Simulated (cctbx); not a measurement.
# Accept or mend?

Cell a = 6.9770 Å, b = 6.9770 Å, c = 5.2990 Å, α = 90.00°, β = 90.00°, γ = 120.00°; space group P6_3/mmc (no. 194). The compound is MnPb3.

Simulated single-crystal data (cctbx): Cu Kα, λ = 1.54184 Å, to d = 0.8 Å, 80 % of the full sphere, strongest reflection 20000 counts, noise from counting, a 4 % proportional error and a noise floor of 8 counts (s.d.); no absorption.

An anisotropic refinement with weights 1/σ² prints:

```text
Rint 0.034, 108 unique reflections to 0.80 A
cycle     R1     wR2    GooF  max shift (A)
   1  0.1745  0.3172  16.974   0.00376
   2  0.1701  0.2875  15.388   0.00000
final R1 0.1701 wR2 0.2875 GooF 15.388  parameters 4  data/parameter 27.0
atom        x        y        z      Ueq    occ   su(xyz)  su(Uiso or U11)
Pb1    0.16965  0.33930  0.25000  -0.0004  1.000  0.00054  0.0020  NPD
difference map: max 94.36 min -4.79 rms 5.46
Q1    0.3333  0.6667  0.7500    2   97.59  3.31 A from Pb1
Q2    0.1668  0.3336  0.2500    6   64.64  0.03 A from Pb1
Q3    0.1573  0.5787  0.6498   12    2.64  2.67 A from Pb1
Q4    0.1600  0.5139  0.7500   12    2.43  2.35 A from Pb1
Q5    0.2639  0.5278  0.6000   12    2.24  2.18 A from Pb1
Q6    0.1125  0.3811  0.6060   24    1.71  1.93 A from Pb1
```

Q: Accept it or mend it, and why?

Mend it. The fault: an atom left out, Mn at (1/3, 2/3, 3/4). Against the right model at the same level, R1 goes from 0.0092 to 0.1701 and GooF from 1.00 to 15.39, U of Pb1 shrinks from 0.0062 to -0.0004 Å², the top difference peak, 97.6 e/Å³, lies 3.31 Å from Pb1 and Pb1 goes non-positive-definite. Q1 is the missing atom. With scattering power missing, scale and phases suffer, so peaks may also grow on the heavy atoms.

The compound is MnPb3. The right model at the same level gives:

```text
Rint 0.034, 108 unique reflections to 0.80 A
cycle     R1     wR2    GooF  max shift (A)
   1  0.0173  0.0548   2.961   0.00048
   2  0.0092  0.0185   0.998   0.00000
final R1 0.0092 wR2 0.0185 GooF 0.998  parameters 6  data/parameter 18.0
atom        x        y        z      Ueq    occ   su(xyz)  su(Uiso or U11)
Pb1    0.16930  0.33860  0.25000   0.0062  1.000  0.00003  0.0001
Mn1    0.33333  0.66667  0.75000   0.0134  1.000  0.00000  0.0005
difference map: max 0.71 min -0.74 rms 0.22
Q1    0.0534  0.1068  0.0464   12    0.73  1.77 A from Pb1
Q2    0.0000  0.0000  0.0000    2    0.64  2.44 A from Pb1
Q3    0.0755  0.4470  0.0784   24    0.56  1.52 A from Pb1
Q4    0.3333  0.6667  0.0646    4    0.56  1.67 A from Mn1
Q5    0.2459  0.4917  0.5852   12    0.52  1.37 A from Mn1
Q6    0.0911  0.5456  0.9992   12    0.44  1.97 A from Mn1
```

The model was made for the exercise: a known structure type with other elements put in, its volume estimated, not relaxed; displacement parameters are assumed.

[Middle refinement cycles are left out of these outputs.]

[Logs are printed without paths, hosts, clocks, repeated set-up lines and the standing remarks that a program may print on its own settings, such as how far it seeks lower states.]
